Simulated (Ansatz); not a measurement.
**k-point convergence of GW for SiO2 (Quartz)**

Aim: the G0W0 gap of SiO2 (Quartz) on a series of meshes, at fixed bands and cutoff.

Program: Ansatz 0.2.0. Level of theory: G0W0 on PBE, plane waves, PAW; PAW set soft_1. Values are calculated unless marked as measured.

### Step 1. Set-up

Symmetry: P3_121, No. 152, trigonal system. The conventional cell has a = 4.916 Å, b = 4.916 Å, c = 5.409 Å, α = 90.00°, β = 90.00°, γ = 120.00°. Si has 4 O at 1.61 Å nearest. Nearest to O lie 2 Si at 1.61 Å. Farther neighbours, and contacts between anions beyond the nearest, are not listed.

The cell and positions come from the Crystallography Open Database and are kept as given unless a step says otherwise.

### Step 2. The 3×3×2 mesh

Now the one-shot GW correction: screening in the RPA, then the self-energy of the levels asked for. This step takes PAW set soft_1 files.

The input, input.yaml:

```yaml
crystal:
  lattice:
    - [4.9158, 0.0, 0.0]
    - [-2.4579, 4.2572076799, 0.0]
    - [0.0, 0.0, 5.4091]
  atoms:
    - { symbol: Si, position: [0.5303, 0.0, 0.3333333333] }
    - { symbol: Si, position: [0.0, 0.5303, 0.6666666667] }
    - { symbol: Si, position: [0.4697, 0.4697, 0.0] }
    - { symbol: O, position: [0.1462, 0.4142, 0.881] }
    - { symbol: O, position: [0.5858, 0.732, 0.2143333333] }
    - { symbol: O, position: [0.268, 0.8538, 0.5476666667] }
    - { symbol: O, position: [0.4142, 0.1462, 0.119] }
    - { symbol: O, position: [0.732, 0.5858, 0.7856666667] }
    - { symbol: O, position: [0.8538, 0.268, 0.4523333333] }
kpoints:
  mp_grid: { grid: [3, 3, 2] }
hamiltonian:
  xc: pbe
  pseudopotentials: { kind: paw, azcp: { folder: soft_1 } }
scf:
  occupations: { method: fixed }
gw:
  n_empty_bands: 257
  ecut_chi: 100
  qp_bands: [v3, c3]
  qp_kpoints: band_edges
  screening: { model: contour_deformation }
```

Launch:

```
> ansatz run input.yaml --threads 4 --pin off --max-ram 138240MiB --backend cuda --events-out ev --progress --plain --runs-dir out --devices 1 --max-vram 26GiB
```

The log of the run:

```text
GPUs: using 1 of 1 available (devices: 1).
Engine: ansatz 0.2.0, x86_64-unknown-linux-gnu
Pseudopotentials: kind: paw
Pseudopotential: Si, paw, valence charge 4, recommended cutoff 420 eV (normal), soft_1/Si.paw.azcp
Pseudopotential: O, paw, valence charge 6, recommended cutoff 420 eV (normal), soft_1/O.paw.azcp
Functional definition: PBE
  parameter kappa = 0.804
  parameter beta = 0.066725
  exchange = pbe_x(kappa = kappa, mu = beta*pi^2/3)
  correlation = pbe_c(beta = beta)
concurrent solve slots: 3 of 4 are kept, ahead of what memory takes: no pass of the eigensolver takes more rounds on 3
device memory: the entry about to start is reckoned to put 1.7 GiB on a device that reports 73.4 GiB free (of which the cap on the GPU budget leaves the run 26.0 GiB)
GPU FFT provider: cuFFT
GPU libraries: cuBLAS 13.8.2, cuFFT 12.4.0, cuSOLVER 12.3.4
Crystal: 9 atoms, lattice volume = 113.199 Å³
Basis set: ecut = 420 eV, 2209 PW (Γ)
Bands: 33, of which v1, the nominal top of the filled ones, is band 24 counted from 1 (23 counted from 0)
Symmetry: 6 space group operations
Space group: P3121 (ITA 152), of the structure as read, at distance tolerance 4.8e-5 Å
k-points: 6 of 18 (time reversal used)
Non-local potential: Si, projectors of the file, l = 0: 2, l = 1: 2, l = 2: 1
Non-local potential: O, projectors of the file, l = 0: 2, l = 1: 2, l = 2: 1
PAW form: soft (Blöchl's): semilocal exchange-correlation on the pseudo side does not see the compensation charge
PAW one-centre angular grid: Si, 110 points (default); XC on 64 Gauss nodes
PAW one-centre angular grid: O, 110 points (default); XC on 64 Gauss nodes
Initial density: superposition of atomic densities (chi_scale 0.1, normalization cell, long waves kept (reshape's long-wave potential 0.01 eV rms))
Initial wavefunctions: pseudopotential atomic-orbital guess
GPU buffer pool allocated for 51840 grid points (all kernels)
GPU transforms: local potential and band sums: pruned to the plane-wave sphere, on 36×36×40
Functional: x = pbe(κ = 0.804, μ = 0.219515), c = pbe(β = 0.066725)
SCF iter   1: F=—  HF=-5327.311008 eV  |F-HF|=—  |Δ(HF+E_count)|=         —  Δρ=1.35e-1  dr2=1.84e1  ethr=3.10e-3  ⟨swp⟩=5.0  Hψ=855  notcnv=0  defer=33
preconditioner: auto → Resta (q_TF=auto, 2.365 Å⁻¹)  ε∞=2.7  [insulator: Δε(μ)=7.406 eV  Ē_g=18.280 eV  n_scr=22 (ndim 8)  ℏωp=24.2 eV  f_vac=0.003  ε∞_Penn≈2.7]
SCF iter   2: F=—  HF=-5322.203520 eV  |F-HF|=—  |Δ(HF+E_count)|=    5.11e0  Δρ=4.39e-2  dr2=9.33e-1  ethr=3.10e-3  ⟨swp⟩=3.7  Hψ=537  notcnv=0  defer=34
SCF iter   3: F=—  HF=-5322.139390 eV  |F-HF|=—  |Δ(HF+E_count)|=   6.41e-2  Δρ=2.18e-2  dr2=2.99e-1  ethr=1.94e-3  ⟨swp⟩=2.0  Hψ=199  notcnv=0  defer=39
SCF iter   4: F=—  HF=-5322.157290 eV  |F-HF|=—  |Δ(HF+E_count)|=   1.79e-2  Δρ=1.61e-3  dr2=2.24e-3  ethr=6.22e-4  ⟨swp⟩=3.0  Hψ=344  notcnv=0  defer=39
SCF iter   5: F=—  HF=-5322.161753 eV  |F-HF|=—  |Δ(HF+E_count)|=   4.46e-3  Δρ=3.29e-4  dr2=1.36e-4  ethr=4.67e-6  ⟨swp⟩=3.0  Hψ=327  notcnv=0  defer=40
SCF iter   6: F=—  HF=-5322.161907 eV  |F-HF|=—  |Δ(HF+E_count)|=   1.54e-4  Δρ=6.47e-5  dr2=6.54e-6  ethr=2.83e-7  ⟨swp⟩=2.0  Hψ=313  notcnv=0  defer=40
SCF iter   7: F=—  HF=-5322.161922 eV  |F-HF|=—  |Δ(HF+E_count)|=   1.52e-5  Δρ=1.14e-5  dr2=1.34e-7  ethr=1.36e-8  ⟨swp⟩=2.0  Hψ=355  notcnv=0  defer=38
SCF iter   8: F=-5322.161922 eV  HF=-5322.161922 eV  |F-HF|=8.94e-9  |Δ(HF+E_count)|=   4.27e-7  Δρ=2.28e-6  dr2=6.06e-9  ethr=2.08e-10  ⟨swp⟩=14.2  Hψ=1096  notcnv=0
SCF 1 converged in 8 iterations: F = -5322.161922 eV  dr2 = 6.06e-9
[...]
concurrent solve slots: 3 of 4 are kept, ahead of what memory takes: no pass of the eigensolver takes more rounds on 3
device memory: the entry about to start is reckoned to put 2.5 GiB on a device that reports 74.0 GiB free (of which the cap on the GPU budget leaves the run 26.0 GiB)
NSCF: frozen V_eff on 6 k-points
[...]
NSCF: frozen V_eff on 1 k-points
device memory: the entry about to start is reckoned to put 0.5 GiB on a device that reports 71.0 GiB free (of which the cap on the GPU budget leaves the run 26.0 GiB)
NSCF: frozen V_eff on 1 k-points
SCF converged after 8 iterations
Free energy (F): -5322.161922 eV
Harris-Foulkes:  -5322.161922 eV  (|F-HF|=8.94e-9)
Internal energy: -5322.161922 eV  (E = F + TS)
E sigma→0 (E₀):  -5322.161922 eV
Fermi energy:    2.506112 eV
--- Per-component energies (eV) ---
  E_band       = -207.012011
  E_kinetic    = 1170.188866
  E_local      = -2937.727147  (includes V_loc(G=0)·N_el)
  E_nonlocal   = 381.359970
  E_hartree    = 1076.154866
  E_xc         = -604.012589
  E_vxc        = -698.158918  (∫ρ·V_xc dr)
  E_paw        = -2519.155993  (= ΣΔE_a)
  E_vpaw       = -274.989428  (= ΣTr[D̂ρ^β])
  E_aug_tail   = 0.005007  (compensation charges beyond the density's cutoff)
  E_ewald      = -1888.974903
  E_smearing   = -0.000000  (= −TS)
  E_closure    = 0.000000  (closes the sum)
  Σ components = -5322.161922   (vs F -5322.161922, Δ=0.00e0)
--- Band table (eV; the first three rows and the last of 6) ---
  k-point 0: bands = [... 20 lower, 1.5080, 1.8207, 2.1931, 2.1931, 8.5061, 11.8295, 11.8295, 12.2835, ... 5 higher]
  k-point 1: bands = [... 20 lower, 1.3087, 2.2921, 2.2921, 2.4150, 10.4574, 10.4574, 11.5754, 12.2594, ... 5 higher]
  k-point 2: bands = [... 20 lower, 1.4887, 1.6801, 2.2619, 2.4159, 9.9334, 11.8350, 11.9630, 12.4526, ... 5 higher]
  k-point 5: bands = [... 20 lower, 1.5707, 1.7441, 1.9219, 1.9219, 11.5330, 12.3162, 12.3162, 12.6112, ... 5 higher]
--- G₀W₀: contour deformation, 5 samples at zero and on the imaginary axis and 1 off it, 18 q-points, 257 empty bands' worth ---
  eigenvalues of the whole cell's RPA ε∞ on this k-mesh (on a slab, of 1 + 4πα/V) = 2.3548, 2.3548, 2.3861; static W/v taken at q = 0 is 0.422341
  bands read: the sum over 281 bands ends inside a degenerate multiplet in 1 slot, whose members it reads at an even weight; the widest, k=1: bands 281 to 282 (counted from 1) at 1/2 each
  gw.qp_kpoints: band_edges: 5 of 6 stored k-points solved, in 1 pass; an edge of the gap read off the rows below is read off those points alone
    valence top: of the k-points left out ik 5 came nearest to being solved in a further pass, in band 24 (counted from 1, as in the quasiparticle table): it holds the edge there only if its correction is more favourable than any solved in that band by at least 0.584 eV; those differ by 0.067 eV
    conduction bottom: of the k-points left out ik 5 came nearest to being solved in a further pass, in band 25 (counted from 1, as in the quasiparticle table): it holds the edge there only if its correction is more favourable than any solved in that band by at least 3.027 eV; those differ by 0.527 eV
    ik  band        ε_KS         Σx   Σc(E_QP)       V_xc       Z   E_QP_lin       E_QP  E_QP is
     0    22      1.8207   -26.4198     4.3924   -20.3098  0.8081     0.0782     0.1032  root
     0    23      2.1931   -26.3158     4.3168   -20.3259  0.8097     0.4972     0.5202  root
     0    24      2.1931   -26.3158     4.3168   -20.3259  0.8097     0.4972     0.5202  root
     0    25      8.5061    -7.7771    -3.4405   -12.4045  0.8673     9.7000     9.6929  root
     0    26     11.8295    -6.6091    -3.8522   -11.9548  0.8588    13.3365    13.3229  root
     0    27     11.8295    -6.6091    -3.8522   -11.9548  0.8588    13.3365    13.3229  root
     1    22      2.2921   -26.8009     4.3733   -20.7860  0.8091     0.6287     0.6505  root
     1    23      2.2921   -26.8009     4.3733   -20.7860  0.8091     0.6287     0.6505  root
     1    24      2.4150   -26.7847     4.3571   -20.7959  0.8093     0.7619     0.7834  root
     1    25     10.4574    -8.6781    -3.5031   -13.6348  0.8574    11.9230    11.9111  root
     1    26     10.4574    -8.6781    -3.5031   -13.6348  0.8574    11.9230    11.9111  root
     1    27     11.5754    -4.5579    -3.8172    -9.5563  0.8683    12.7647    12.7566  root
     2    22      1.6801   -26.2052     4.3957   -20.0674  0.8076    -0.0882    -0.0620  root
     2    23      2.2619   -26.6476     4.3605   -20.6353  0.8092     0.5880     0.6102  root
[...]
4    23      2.0709   -26.6158     4.3853   -20.5588  0.8084     0.3761     0.3993  root
     4    24      2.5061   -26.8692     4.3406   -20.9224  0.8099     0.8794     0.8999  root
     4    25     11.4447    -8.5125    -3.7328   -13.8448  0.8534    13.0602    13.0444  root
     4    26     11.4447    -8.5125    -3.7328   -13.8448  0.8534    13.0602    13.0444  root
     4    27     11.9298    -8.6275    -3.6673   -13.9239  0.8512    13.5758    13.5589  root
```

It took 4.2 s on 1 × NVIDIA H100 80GB HBM3 (shared by 3 runs) with 4 threads of AMD EPYC 7R13 (Zen 3), shared host; peak memory 1.2 GiB; 6.6 s of CPU time.

In the SCF lines HF is the Harris–Foulkes energy and dr2 the Hartree energy of the density residual, in eV; the loop may stop once dr2 is under the threshold and the program's other checks hold. Hψ counts applications of the Hamiltonian.

This step gave:

```
bands summed                                 : 281
RPA ε∞ on this mesh (eigenvalues)            : 2.355, 2.355, 2.386
plane waves in the screening matrix          : 243
q-points in the mesh                         : 18
G0W0 gap on the mesh                         : 8.793 eV
k of the valence top                         : 0.3333, 0.3333, 0
k of the conduction bottom                   : 0, 0, 0
starting gap on the mesh                     : 6.000 eV
Z at the valence top                         : 0.8099
Z at the conduction bottom                   : 0.8673
least direct G0W0 gap on the computed points : 9.173 eV
```

The gap on the mesh goes from 6.00 eV to 8.79 eV, a correction of +2.79 eV. Between the two edge states, bare exchange in place of the xc potential would open the gap by 10.57 eV, and correlation takes back 7.78 eV.

### Step 3. The 6×6×2 mesh

A second mesh at equal bands and cutoff isolates the sampling error.

input.yaml, as its differences from that of step 2:

```diff
@@ -16,3 +16,3 @@
 kpoints:
-  mp_grid: { grid: [3, 3, 2] }
+  mp_grid: { grid: [6, 6, 2] }
 hamiltonian:
```

The log of the run:

```text
GPUs: using 1 of 1 available (devices: 1).
[...]
GPU FFT provider: cuFFT
GPU libraries: cuBLAS 13.8.2, cuFFT 12.4.0, cuSOLVER 12.3.4
Crystal: 9 atoms, lattice volume = 113.199 Å³
Basis set: ecut = 420 eV, 2209 PW (Γ)
Bands: 33, of which v1, the nominal top of the filled ones, is band 24 counted from 1 (23 counted from 0)
[... 1 set-up line as in the run before ...]
[...]
k-points: 14 of 72 (time reversal used)
[...]
GPU buffer pool allocated for 51840 grid points (all kernels)
[...]
SCF iter   1: F=—  HF=-5327.310034 eV  |F-HF|=—  |Δ(HF+E_count)|=         —  Δρ=1.35e-1  dr2=1.84e1  ethr=3.10e-3  ⟨swp⟩=5.0  Hψ=1958  notcnv=0  defer=83
[...]
SCF iter   8: F=-5322.161663 eV  HF=-5322.161663 eV  |F-HF|=9.37e-9  |Δ(HF+E_count)|=   4.56e-7  Δρ=2.27e-6  dr2=6.07e-9  ethr=2.08e-10  ⟨swp⟩=13.8  Hψ=2492  notcnv=0
SCF 1 converged in 8 iterations: F = -5322.161663 eV  dr2 = 6.07e-9
[...]
0    22      1.8205   -26.3961     4.3737   -20.3098  0.8084     0.0833     0.1080  root
     0    23      2.1930   -26.2970     4.3025   -20.3260  0.8099     0.5017     0.5245  root
     0    24      2.1930   -26.2970     4.3025   -20.3260  0.8099     0.5017     0.5245  root
     0    25      8.5060    -7.8233    -3.4024   -12.4045  0.8684     9.6917     9.6849  root
     0    26     11.8294    -6.6235    -3.8359   -11.9548  0.8594    13.3383    13.3248  root
     0    27     11.8294    -6.6235    -3.8359   -11.9548  0.8594    13.3383    13.3248  root
     1    22      2.2919   -26.7791     4.3564   -20.7860  0.8094     0.6337     0.6553  root
     1    23      2.2919   -26.7791     4.3564   -20.7860  0.8094     0.6337     0.6553  root
[...]
12    24      2.5060   -26.8465     4.3230   -20.9224  0.8102     0.8847     0.9049  root
    12    25     11.4447    -8.5240    -3.7205   -13.8449  0.8538    13.0608    13.0450  root
    12    26     11.4447    -8.5240    -3.7205   -13.8449  0.8538    13.0608    13.0450  root
    12    27     11.9297    -8.6359    -3.6576   -13.9239  0.8515    13.5769    13.5601  root
[key lines of the parts left out:]
SCF converged after 8 iterations
Free energy (F): -5322.161663 eV
Fermi energy:    2.505985 eV
```

Wall time 14 s (1 × NVIDIA H100 80GB HBM3 (shared by 3 runs) with 4 threads); peak memory 1.3 GiB.

This step gave:

```yaml
bands_summed: 281
rpa_eps_infinity_on_this_mesh_eigenvalues: 2.352, 2.352, 2.386
plane_waves_in_the_screening_matrix: 243
q_points_in_the_mesh: 72
g0w0_gap_on_the_mesh: 8.780 eV
k_of_the_valence_top: 0.3333, 0.3333, 0
k_of_the_conduction_bottom: 0, 0, 0
starting_gap_on_the_mesh: 6.000 eV
z_at_the_valence_top: 0.8102
z_at_the_conduction_bottom: 0.8684
least_direct_g0w0_gap_on_the_computed_points: 9.160 eV
```

Against the run with 3×3×2 mesh, 257 empty bands, screening to 100 eV, PAW set soft_1 files, the gap moves by −0.013 eV.

### Step 4. The 6×6×4 mesh

input.yaml, as its differences from that of step 3:

```diff
@@ -16,3 +16,3 @@
 kpoints:
-  mp_grid: { grid: [6, 6, 2] }
+  mp_grid: { grid: [6, 6, 4] }
 hamiltonian:
```

The log of the run:

```text
GPUs: using 1 of 1 available (devices: 1).
[...]
GPU FFT provider: cuFFT
GPU libraries: cuBLAS 13.8.2, cuFFT 12.4.0, cuSOLVER 12.3.4
Crystal: 9 atoms, lattice volume = 113.199 Å³
Basis set: ecut = 420 eV, 2209 PW (Γ)
Bands: 33, of which v1, the nominal top of the filled ones, is band 24 counted from 1 (23 counted from 0)
[... 1 set-up line as in the run before ...]
[...]
k-points: 24 of 144 (time reversal used)
[...]
1    23      2.2817   -26.5741     4.3391   -20.5809  0.8094     0.6054     0.6277  root
[...]
22    24      2.3075   -26.5854     4.3195   -20.6245  0.8100     0.6446     0.6663  root
    22    25     11.4512    -9.8908    -3.9931   -15.7630  0.8494    13.3526    13.3302  root
    22    26     11.7560    -7.2829    -3.6247   -12.3259  0.8585    13.1865    13.1744  root
    22    27     12.1159    -8.5099    -3.7045   -13.8550  0.8519    13.7735    13.7565  root
[key lines of the parts left out:]
SCF converged after 8 iterations
Free energy (F): -5322.161626 eV
Fermi energy:    2.506003 eV
```

Elapsed: 29 s, on 1 × NVIDIA H100 80GB HBM3 (shared by 3 runs) with 4 threads; peak memory 1.6 GiB; 61 s of CPU time.

Read from the output:

| Property | Result |
| --- | --- |
| bands summed | 281 |
| RPA ε∞ on this mesh (eigenvalues) | 2.352, 2.352, 2.385 |
| plane waves in the screening matrix | 243 |
| G0W0 gap on the mesh | 8.780 eV |
| k of the valence top | 0.3333, 0.3333, 0 |
| k of the conduction bottom | 0, 0, 0 |
| starting gap on the mesh | 6.000 eV |
| least direct G0W0 gap on the computed points | 9.161 eV |

Against the run with 6×6×2 mesh, 257 empty bands, screening to 100 eV, PAW set soft_1 files, the gap moves by +0.0001 eV.

### Step 5. The meshes together

Times are wall times on 1 × NVIDIA H100 80GB HBM3 (shared by 3 runs) with 4 threads of AMD EPYC 7R13 (Zen 3), shared host, good to a factor of about two.

| mesh | points | irreducible | start (eV) | G0W0 (eV) | shift (eV) | RPA ε∞ (mean) | time |
| --- | --- | --- | --- | --- | --- | --- | --- |
| 3×3×2 | 18 | 6 | 6.000 | 8.793 | +2.793 | 2.37 | 4.2 s |
| 6×6×2 | 72 | 14 | 6.000 | 8.780 | +2.780 | 2.36 | 14 s |
| 6×6×4 | 144 | 24 | 6.000 | 8.780 | +2.780 | 2.36 | 29 s |

### Step 6. What came out

- 3×3×2: 8.793 eV (shift +2.793)
- 6×6×2: 8.780 eV (shift +2.780)
- 6×6×4: 8.780 eV (shift +2.780)
- settings: PBE start, 257 empty bands, 100 eV

What this shows: The shift is +2.79 eV on 3×3×2 and +2.78 eV on 6×6×4; the last step moves it by +0.0002 eV. The RPA ε∞ (mean) ranges from 2.36 to 2.37 and ends at 2.36. From 18 to 144 points the time grows 6.9-fold. Bands and cutoff are modest here, so the values stand short of the basis limit.

[Long decimals in the printed logs are rounded to 6 places.]

[Logs are printed without paths, hosts, clocks, repeated set-up lines and the standing remarks that a program may print on its own settings, such as how far it seeks lower states.]

[Paths, hosts, dates, memory and timing lines, banners, echoed tables and standing remarks are left out of the program output; an Ansatz launch command may be rebuilt from the run's recorded settings. Measured values are a selection of at most five: reports struck by readers or far from the other reports are left out. None is set beside runs whose start may be inverted or whose files or cutoffs have a known fault.]

[Runs of the session that timed out or met a known fault of the program may be left out.]

[Cells called generated may have been cut or substituted from an entry of the Crystallography Open Database or the Materials Project.]

[Hosts, paths, dates, database ids (printed as entryN), source tags and the programs' standing remarks are cut or masked in the printed files.]

[Where the starting crystal was built by hand or by swapping elements, it need not be the compound's stable phase.]
